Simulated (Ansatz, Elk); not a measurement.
# Bonding as seen by X-rays: AgS3Br

The structure of AgS3Br used here is made up (a known structure type with other elements) and was relaxed beforehand with r2SCAN. The aim is the Fourier transform of its all-electron density, F(hkl), set beside the sum over free spherical atoms that refinements use.

Main program and level: Elk 11.2.3 (patched build); DFT, PBE, all-electron APW+lo, Dirac cores, scalar-relativistic bands, static density, no spin.

This account leaves out most program logs.

The structure was built from a prototype and need not be the compound's stable phase.

### Step 1. The structure

It takes space group Cmmm (No. 65, orthorhombic). Conventional cell: a = 4.786 Å, b = 9.177 Å, c = 5.273 Å, α = 90.00°, β = 90.00°, γ = 90.00°. Nearest to Ag lie 6 S at 2.59 to 2.64 Å. Nearest to Br lie 2 S at 2.39 Å. S has 2 S at 2.39 Å and 2 Ag at 2.59 Å nearest. S has 2 Br at 2.39 Å and 2 Ag at 2.64 Å nearest. Farther neighbours and most contacts between anions are not listed.

### Step 2. Ground state and structure factors

An all-electron density is needed, since X-rays see the cores too. Task 0 finds the density and task 195 Fourier-transforms it; tshift is off so that phases refer to the origin typed.

elk.in reads:

```
tasks
  0
  195

xctype
  20

spinpol
  .false.

rgkmax
  7.0

gmaxvr
  14.0

lmaxo
  7

lmaxapw
  8

swidth
  0.002

tshift
  .false.

ramdisk
  .false.

hmaxvr
  5.5

maxscl
  120

epspot
  1e-06

sppath
  './'

avec
  4.52253260187 -8.67054007838 -0.00000000000
  4.52253260187 8.67054007838 -0.00000000000
  0.00000000000 0.00000000000 9.96442110668

atoms
  3
  'Ag.in'
  1
  -0.0000000000 -0.0000000000 0.0000000000   0.000000 0.000000 0.000000
  'Br.in'
  1
  0.5000000000 0.5000000000 0.5000000000   0.000000 0.000000 0.000000
  'S.in'
  3
  0.5000000000 0.0000000000 -0.0000000000   0.000000 0.000000 0.000000
  -0.0000000000 0.5000000000 -0.0000000000   0.000000 0.000000 0.000000
  0.0000000000 0.0000000000 0.5000000000   0.000000 0.000000 0.000000

ngridk
  5 5 4
```

Started as:

```sh
> OMP_NUM_THREADS=4 elk
```

It took 41 s on 4 threads of Arm Neoverse V1, shared host; peak memory 0.2 GiB.

SFACRHO.OUT:

```text

h k l indices transformed by vhmat matrix:
   1.000000000       0.000000000       0.000000000    
   0.000000000       1.000000000       0.000000000    
   0.000000000       0.000000000       1.000000000    

      h      k      l  multipl.   |H|            Re(F)            Im(F)           |F|

      0      0      0      1   0.0000000       130.00000      0.84133773E-16   130.00000    
      0      0      1      2  0.63056200       25.773385      0.50370766E-14   25.773385    
      1     -1      0      2  0.72465905       61.367754      0.85716470E-16   61.367754    
      0      1      0      4  0.78347050       24.922603      0.80474887E-14   24.922603    
     -1      1     -1      4  0.96059313      -27.372057     -0.41344860E-14   27.372057    
      0     -1      1      8   1.0057010       58.332037      0.90264608E-15   58.332037    
      0      0     -2      2   1.2611240       100.86256      0.93635017E-14   100.86256    
     -1      2      0      4   1.2899952       21.584907     -0.19432151E-14   21.584907    
      1      1      0      2   1.3893068       54.084428     -0.43713150E-14   54.084428    
     -1      2     -1      8   1.4358607       53.380146     -0.10206087E-13   53.380146    
     -2      2      0      2   1.4493181       95.568837      0.24144414E-15   95.568837    
     -1      1      2      4   1.4544980       53.097443     -0.91917449E-14   53.097443    
     -1      0      2      8   1.4846750       20.418775     -0.14554758E-13   20.418775    
      1      1     -1      4   1.5257070      -21.862580      0.37840056E-14   21.862580    
     -2      0      0      4   1.5669410       93.222687      0.42376211E-14   93.222687    
     -2      2      1      4   1.5805478       19.851940      0.43228171E-14   19.851940    
      0      2      1      8   1.6890567       19.102667      0.13178808E-13   19.102667    
     -1      2     -2      8   1.8040292       18.526924      0.56616562E-14   18.526924
```

Elk indexes on the primitive cell of elk.in and gives |H| = 4π sin θ/λ in inverse bohr. Below, one row stands for each form hkl of the conventional cell (m members, Friedel mates merged), F is for one primitive cell and the density is static (no thermal factor). Free-atom factors are Waasmaier and Kirfel's, and R is Σm||F|−|F'||/Σm|F|.

```csv
hkl,m,sin θ/λ (Å⁻¹),"abs F, DFT",neutral atoms,diff.
001,2,0.095,25.773,25.881,-0.108
020,2,0.109,61.368,61.644,-0.276
110,4,0.118,24.923,24.981,-0.059
021,4,0.144,27.372,27.153,+0.219
111,8,0.151,58.332,58.575,-0.243
002,2,0.190,100.863,101.168,-0.305
130,4,0.194,21.585,21.776,-0.191
200,2,0.209,54.084,54.090,-0.005
131,8,0.216,53.380,53.544,-0.164
040,2,0.218,95.569,95.982,-0.413
022,4,0.219,53.097,53.325,-0.228
112,8,0.223,20.419,20.544,-0.126
201,4,0.229,21.863,21.214,+0.649
220,4,0.236,93.223,92.959,+0.264
041,4,0.238,19.852,19.953,-0.101
221,8,0.254,19.103,19.300,-0.197
132,8,0.271,18.527,18.633,-0.106
202,4,0.282,48.425,48.527,-0.102
```

### Step 3. The highest occupied states alone

An energy window below the Fermi level keeps the highest occupied states, to see at which angles they scatter; shallow core shells can lie inside it and anion s states outside. No new self-consistency is needed.

elk.in: that of step 2 with these lines changed.

```diff
@@ -1,3 +1,2 @@
 tasks
-  0
   195
@@ -40,2 +39,5 @@
 
+wsfac
+  -0.318890 0.422100
+
 sppath
```

Started as:

```sh
> OMP_NUM_THREADS=4 elk
```

The job ended after 15 s (4 threads; peak memory 0.17 GiB; 18 s of CPU time).

States within 12 eV below the Fermi level hold 30.40 electrons; any levels below the window count with the cores, and a count that is not whole means the window cuts a band. Their amplitudes can exceed the total, where window and core parts have opposite phase:

```csv
hkl,sin θ/λ (Å⁻¹),"abs F, window","abs F, all"
001,0.095,8.130,25.773
020,0.109,8.696,61.368
110,0.118,8.003,24.923
021,0.144,2.389,27.372
111,0.151,6.522,58.332
002,0.190,10.669,100.863
130,0.194,5.411,21.585
200,0.209,4.914,54.084
131,0.216,4.388,53.380
040,0.218,7.838,95.569
```

### Step 4. Another functional

The difference from free atoms is small, so it is set against the change that PBEsol makes.

elk.in: that of step 3 with these lines changed.

```diff
@@ -1,2 +1,3 @@
 tasks
+  0
   195
@@ -4,3 +5,3 @@
 xctype
-  20
+  22
 
@@ -39,5 +40,2 @@
 
-wsfac
-  -0.318890 0.422100
-
 sppath
```

Started as:

```sh
> OMP_NUM_THREADS=4 elk
```

Run time: 41 s. Hardware: 4 threads; peak memory 0.2 GiB.

Against the first run R = 0.02 %; the largest change is -0.064 at 220.

### Step 5. Basis size

The basis and the expansions that go with it are enlarged, to see whether the differences are converged.

elk.in: that of step 4 with these lines changed.

```diff
@@ -5,3 +5,3 @@
 xctype
-  22
+  20
 
@@ -11,12 +11,12 @@
 rgkmax
-  7.0
+  8.5
 
 gmaxvr
-  14.0
+  18.0
 
 lmaxo
-  7
+  9
 
 lmaxapw
-  8
+  10
```

Started as:

```sh
> OMP_NUM_THREADS=4 elk
```

Run time: 1.8 min. Hardware: 4 threads; peak memory 0.42 GiB; 5.1 min of CPU time.

Against the first run R = 0.01 %; the largest change is -0.011 at 006.

### Step 6. Settings against the effect

```csv
run,R against the first run (%),"R against neutral atoms, low angle (%)",wall time
"PBE, rgkmax 7",0.00,0.49,41 s
PBEsol,0.02,0.51,41 s
rgkmax 8.5 with larger expansions,0.01,0.49,1.8 min
```

### Step 7. Results

```yaml
r_against_neutral_atoms_sin_theta_lambda_0p3_a_minus1: 0.49 %
r_against_neutral_atoms_0p3_to_0p61_a_minus1: 0.26 %
```

In words: Independent neutral atoms miss the calculated amplitudes by R = 0.49 % below 0.3 Å⁻¹ and 0.26 % from there to 0.61 Å⁻¹; by shells, 0.49 % below 0.15 Å⁻¹ (4 forms), 0.49 % 0.15 to 0.3 (17 forms), 0.27 % 0.3 to 0.45 (46 forms), 0.25 % above 0.45 (82 forms). Bonding, aspherical density and the tables' own atoms all enter these figures, and the runs don't part them. The largest change of an amplitude is +0.65 electrons, at 201. The window's part falls from 30.4 electrons at the origin to at most 0.58 between 0.45 and 0.61 Å⁻¹. Below 0.3 Å⁻¹ the changes that finished (PBEsol and rgkmax 8.5 with larger expansions) move F by R = 0.05 % at most, against the 0.49 % that separates it from free atoms. The k-mesh has no finished test. These runs have no spin, though d or f shells may be open. Part of the difference isn't bonding: the tables are fits to free atoms and ions calculated by other methods than this functional. Thermal motion, anomalous dispersion and extinction are left out.

[Logs are printed without paths, hosts, clocks, repeated set-up lines and the standing remarks that a program may print on its own settings, such as how far it seeks lower states.]

[Hosts, paths, dates, database ids (printed as entryN), source tags and the programs' standing remarks are cut or masked in the printed files.]
